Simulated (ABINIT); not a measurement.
Planning a run of ABINIT 10.8.3 on LiHF2 (C2/m). The input:

```
acell 3*1.0 Angstrom
rprim 
  2.547496000000 -1.534899000000 0.000000000000
  2.547496000000 1.534899000000 0.000000000000
  -2.526944000000 -0.000000000000 4.201520000000
ntypat 3
znucl 3 1 9
natom 4
typat 1 2 3 3
xred 
  0.000000000000 0.000000000000 0.000000000000
  0.000000000000 0.000000000000 0.500000000000
  0.209803000000 0.209803000000 0.750702000000
  0.790197000000 0.790197000000 0.249298000000
pp_dirpath "pseudos"
pseudos "Li.upf, H.upf, F.upf"
ecut 36
ngkpt 4 4 2
nshiftk 1
shiftk 0 0 0
kptopt 1
chksymbreak 0
istwfk *1
occopt 1
irdwfk 1
optdriver 4
nband 22
gwcalctyp 27
ecutsigx 36
symsigma 0
nkptgw 14
kptgw 
  0.0000000000 0.0000000000 0.0000000000
  0.2500000000 0.0000000000 0.0000000000
  0.5000000000 0.0000000000 0.0000000000
  0.2500000000 0.2500000000 0.0000000000
  0.5000000000 0.2500000000 0.0000000000
  -0.2500000000 0.2500000000 0.0000000000
  0.5000000000 0.5000000000 0.0000000000
  0.0000000000 0.0000000000 0.5000000000
  0.2500000000 0.0000000000 0.5000000000
  0.5000000000 0.0000000000 0.5000000000
  0.2500000000 0.2500000000 0.5000000000
  0.5000000000 0.2500000000 0.5000000000
  -0.2500000000 0.2500000000 0.5000000000
  0.5000000000 0.5000000000 0.5000000000
bdgw 
  1 15
  1 15
  1 15
  1 15
  1 15
  1 15
  1 15
  1 15
  1 15
  1 15
  1 15
  1 15
  1 15
  1 15
ecuteps 3.2
irdscr 1
irdqps 1
indata_prefix "in"
outdata_prefix "out"
tmpdata_prefix "tmp"
```

```sh
OMP_NUM_THREADS=1 mpirun -n 4 abinit run.abi > log
```

Question: How long will it take on 4 MPI ranks of Arm Neoverse N1, shared host, and how much memory?

It took 31 s; on shared hardware allow 15 s to 61 s. Peak host memory was 0.92 GiB.

[Paths, hosts, dates, memory and timing lines, banners, echoed tables and standing remarks are left out of the program output.]

[Logs are printed without paths, hosts, clocks, repeated set-up lines and the standing remarks that a program may print on its own settings, such as how far it seeks lower states.]

[Runs of the session that timed out or met a known fault of the program may be left out.]

[Hosts, paths, dates, database ids (printed as entryN), source tags and the programs' standing remarks are cut or masked in the printed files.]

[G0W0 gaps are taken among the corrected bands and points alone; a level outside them can change the order at an edge.]

[Where Ansatz stands beside ABINIT at settings called matched, ABINIT's density can come from a denser mesh and the files from another edition; pairs whose starting gaps differed by over 0.03 eV were left out, so agreement reads better than it is.]
